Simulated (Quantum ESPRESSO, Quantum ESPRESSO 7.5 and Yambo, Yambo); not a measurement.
# Diamond (Fd-3m, 2 atoms a cell): G0W0 on several meshes in Yambo

Aim: the GW shift of Diamond (Fd-3m, 2 atoms a cell) against the k mesh.

Main program and level: Quantum ESPRESSO 7.5 and Yambo 5.3.0; PBE and many-body steps on it, plane waves.

Report form: the programs' logs are mostly left out.

## Step 1: Starting point

The structure is cubic, space group Fd-3m (No. 227). The conventional cell has a = 3.567 Å, b = 3.567 Å, c = 3.567 Å, α = 90.00°, β = 90.00°, γ = 90.00°. C has 4 C at 1.54 Å nearest.

Coordinates:

```cif
data_structure
_symmetry_space_group_name_H-M 'Fd-3m:1'
_symmetry_Int_Tables_number 227
_cell_length_a 3.5667
_cell_length_b 3.5667
_cell_length_c 3.5667
_cell_angle_alpha 90.000
_cell_angle_beta 90.000
_cell_angle_gamma 90.000
_cell_volume 45.37
loop_
_atom_site_label
_atom_site_type_symbol
_atom_site_symmetry_multiplicity
_atom_site_Wyckoff_symbol
_atom_site_fract_x
_atom_site_fract_y
_atom_site_fract_z
_atom_site_occupancy
C1 C 8 b 0.00000 0.00000 0.50000 1
```

The cell and positions come from the Crystallography Open Database and are kept as given unless a step says otherwise.

## Step 2: Empty states on the mesh, 8×8×8 mesh, 76 bands

This step: Quantum ESPRESSO 7.5; DFT, PBE, plane waves, norm-conserving pseudopotentials.

The sums over transitions need many empty states on a uniform mesh; this step solves for them.

pw.in reads:

```
&control
  calculation = 'nscf'
  prefix = 'x'
  outdir = 'o'
  pseudo_dir = 'pseudo'
/
&system
  ibrav = 0
  nat = 2
  ntyp = 1
  ecutwfc = 74.0
  nbnd = 76
  force_symmorphic = .true.
/
&electrons
  conv_thr = 1e-9
  electron_maxstep = 80
  diago_full_acc = .true.
  diago_thr_init = 5e-6
/
ATOMIC_SPECIES
  C 12.011 C.upf
CELL_PARAMETERS angstrom
  -0.0000000000 1.7833700000 1.7833700000
  1.7833700000 -0.0000000000 1.7833700000
  1.7833700000 1.7833700000 0.0000000000
ATOMIC_POSITIONS crystal
  C 0.0000000000 0.0000000000 0.0000000000
  C 0.2500000000 0.2500000000 0.2500000000
K_POINTS automatic
  8 8 8 0 0 0
```

Started as:

```bash
$ OMP_NUM_THREADS=1 mpirun -n 4 pw.x -nk 4 -in pw.in > pw.out
```

It took 4.2 s on 4 MPI ranks of Arm Neoverse V1, shared host; peak memory 0.18 GiB.

This step gave:

```
gap                                                           : 4.190 eV
k of the valence top                                          : 0, 0, 0
k of the conduction bottom                                    : 0, 0.375, 0.375
least direct gap                                              : 5.626 eV
k points computed                                             : 29
lowest point of the top converged band, above the valence top : 175.9299 eV
```

On this mesh the gap is 4.190 eV.

The density comes from a self-consistent run that is not shown.

## Step 3: Conversion and set-up

This step: Yambo 5.3.0; conversion and set-up on PBE, plane waves, norm-conserving pseudopotentials.

The states are converted to the many-body program's format and the q mesh is built.

Started as:

```bash
$ (cd o/x.save; p2y > p2y.log; mv SAVE ../..); yambo > setup.log
```

Wall time 1.7 s (1 MPI rank); peak memory 0.23 GiB.

## Step 4: 8×8×8

G0W0 replaces the xc potential by the self-energy, built once from these orbitals. Only a window of levels is corrected, while the sums run over the empty bands that the input names.

This step: G0W0 on PBE, plane waves, norm-conserving pseudopotentials.

gw2.in reads:

```
HF_and_locXC
gw0
dyson
ppa
em1d
rim_cut
RandQpts= 1000000
RandGvec= 1 RL
EXXRLvcs= 74 Ry
VXCRLvcs= 296 Ry
Chimod= "HARTREE"
% BndsRnXp
 1 | 33 |
%
NGsBlkXp= 10.5 Ry
% LongDrXp
 1 | 1 | 1 |
%
% GbndRnge
 1 | 33 |
%
DysSolver= "n"
ExtendOut
PPAPntXp= 27.21138 eV
% QPkrange
 1 | 1 | 3 | 6 |
 18 | 18 | 3 | 6 |
%
```

Started as:

```bash
$ OMP_NUM_THREADS=1 mpirun -n 4 yambo -F gw2.in -J gw2 -C gw2 > gw2.log
```

The job ended after 29 s (4 MPI ranks; peak memory 1.2 GiB).

This step gave:

```yaml
g0w0_gap_on_the_points_computed: 5.393 eV
starting_gap_on_the_mesh: 4.190 eV
k_of_the_valence_top: 0, 0, 0
k_of_the_conduction_bottom: 0, 0.375, 0.375
least_direct_g0w0_gap_on_the_computed_points: 7.358 eV
z_at_the_valence_top: 0.8331
z_at_the_conduction_bottom: 0.8428
```

The gap on the mesh goes from 4.19 eV to 5.39 eV, a correction of +1.20 eV.

## Step 5: Empty states on the mesh, 6×6×6 mesh, 33 bands

This step: Quantum ESPRESSO 7.5; DFT, PBE, plane waves, norm-conserving pseudopotentials.

Edit pw.in of step 2 so:

```diff
@@ -11,3 +11,3 @@
   ecutwfc = 74.0
-  nbnd = 76
+  nbnd = 33
   force_symmorphic = .true.
@@ -30,2 +30,2 @@
 K_POINTS automatic
-  8 8 8 0 0 0
+  6 6 6 0 0 0
```

Started as:

```bash
$ OMP_NUM_THREADS=1 mpirun -n 4 pw.x -nk 4 -in pw.in > pw.out
```

The job ended after 1.4 s (4 MPI ranks; peak memory 0.05 GiB).

Numbers from this step:

```
gap                                                           : 4.207 eV
k of the valence top                                          : 0, 0, 0
k of the conduction bottom                                    : 0, 0.3333, 0.3333
least direct gap                                              : 5.626 eV
k points computed                                             : 16
lowest point of the top converged band, above the valence top : 87.6540 eV
```

On this mesh the gap is 4.207 eV.

## Step 6: Conversion and set-up

This step: Yambo 5.3.0; conversion and set-up on PBE, plane waves, norm-conserving pseudopotentials.

Started as:

```bash
$ (cd o/x.save; p2y > p2y.log; mv SAVE ../..); yambo > setup.log
```

It took 1.6 s on 1 MPI rank; peak memory 0.23 GiB.

## Step 7: 6×6×6

This step: G0W0 on PBE, plane waves, norm-conserving pseudopotentials.

gw11.in, as its differences from gw2.in of step 4:

```diff
@@ -26,3 +26,3 @@
  1 | 1 | 3 | 6 |
- 18 | 18 | 3 | 6 |
+ 10 | 10 | 3 | 6 |
 %
```

Started as:

```bash
$ OMP_NUM_THREADS=1 mpirun -n 4 yambo -F gw11.in -J gw11 -C gw11 > gw11.log
```

The job ended after 9.9 s (4 MPI ranks; peak memory 1 GiB).

Numbers from this step:

```
G0W0 gap on the points computed              : 5.455 eV
starting gap on the mesh                     : 4.207 eV
k of the valence top                         : 0, 0, 0
k of the conduction bottom                   : 0, 0.3333, 0.3333
least direct G0W0 gap on the computed points : 7.360 eV
Z at the valence top                         : 0.8326
Z at the conduction bottom                   : 0.8416
```

Against G0W0 in Yambo (8×8×8 mesh, 33 bands, screening to 142.9 eV, Godby-Needs plasmon pole), the gap moves by +0.062 eV.

## Step 8: Empty states on the mesh, 10×10×10 mesh, 33 bands

This step: Quantum ESPRESSO 7.5; DFT, PBE, plane waves, norm-conserving pseudopotentials.

Edit pw.in of step 5 so:

```diff
@@ -30,2 +30,2 @@
 K_POINTS automatic
-  6 6 6 0 0 0
+  10 10 10 0 0 0
```

Started as:

```bash
$ OMP_NUM_THREADS=1 mpirun -n 4 pw.x -nk 4 -in pw.in > pw.out
```

Run time: 2.7 s. Hardware: 4 MPI ranks; peak memory 0.17 GiB.

This step gave:

- gap: 4.229 eV
- k of the valence top: 0, 0, 0
- k of the conduction bottom: 0, 0.4, 0.4
- least direct gap: 5.626 eV
- k points computed: 47
- lowest point of the top converged band, above the valence top: 87.0312 eV

On this mesh the gap is 4.229 eV.

## Step 9: Conversion and set-up

This step: Yambo 5.3.0; conversion and set-up on PBE, plane waves, norm-conserving pseudopotentials.

Started as:

```bash
$ (cd o/x.save; p2y > p2y.log; mv SAVE ../..); yambo > setup.log
```

Elapsed: 2 s, on 1 MPI rank; peak memory 0.24 GiB.

## Step 10: 10×10×10

This step: G0W0 on PBE, plane waves, norm-conserving pseudopotentials.

gw12.in, as its differences from gw11.in of step 7:

```diff
@@ -26,3 +26,3 @@
  1 | 1 | 3 | 6 |
- 10 | 10 | 3 | 6 |
+ 28 | 28 | 3 | 6 |
 %
```

Started as:

```bash
$ OMP_NUM_THREADS=1 mpirun -n 4 yambo -F gw12.in -J gw12 -C gw12 > gw12.log
```

Run time: 83 s. Hardware: 4 MPI ranks; peak memory 1.3 GiB; 5.4 min of CPU time.

Numbers from this step:

| Quantity | Value |
| --- | --- |
| G0W0 gap on the points computed | 5.411 eV |
| starting gap on the mesh | 4.229 eV |
| k of the valence top | 0, 0, 0 |
| k of the conduction bottom | 0, 0.4, 0.4 |
| least direct G0W0 gap on the computed points | 7.358 eV |

Against G0W0 in Yambo (8×8×8 mesh, 33 bands, screening to 142.9 eV, Godby-Needs plasmon pole), the gap moves by +0.018 eV.

## Step 11: The runs together

Times are wall times on 4 MPI ranks of Arm Neoverse V1, shared host, good to a factor of about two.

```
     run      mesh  bands  screening cutoff (eV)  DFT gap (eV)  gap on the mesh (eV)  direct (eV)   time
   8×8×8     8×8×8     33                  142.9         4.190                 5.393        7.358   29 s
   6×6×6     6×6×6     33                  142.9         4.207                 5.455        7.360  9.9 s
10×10×10  10×10×10     33                  142.9         4.229                 5.411        7.358   83 s
```

## Step 12: What came out

```json
{"8×8×8": "5.393 eV", "6×6×6": "5.455 eV", "10×10×10": "5.411 eV", "known limits": "not at the basis limit; coarse k mesh"}
```

**Reading.** 6×6×6: +0.062 eV against 8×8×8, +0.017 eV of it in the start. 10×10×10: +0.018 eV against 8×8×8, +0.039 eV of it in the start. Bands and cutoff are finite, so the gap is not at the basis limit. The miss can reach some tenths of an eV and take either sign; the mesh is an error of its own. In the G0W0 runs levels were corrected at 2 k points alone, so a gap called «on the mesh» is the least over those, and an edge elsewhere would be missed.

[Paths, hosts, dates, memory and timing lines, banners, echoed tables and standing remarks are left out of the program output.]

[Logs are printed without paths, hosts, clocks, repeated set-up lines and the standing remarks that a program may print on its own settings, such as how far it seeks lower states.]

[Runs of the session that timed out or met a known fault of the program may be left out.]

[Hosts, paths, dates, database ids (printed as entryN), source tags and the programs' standing remarks are cut or masked in the printed files.]
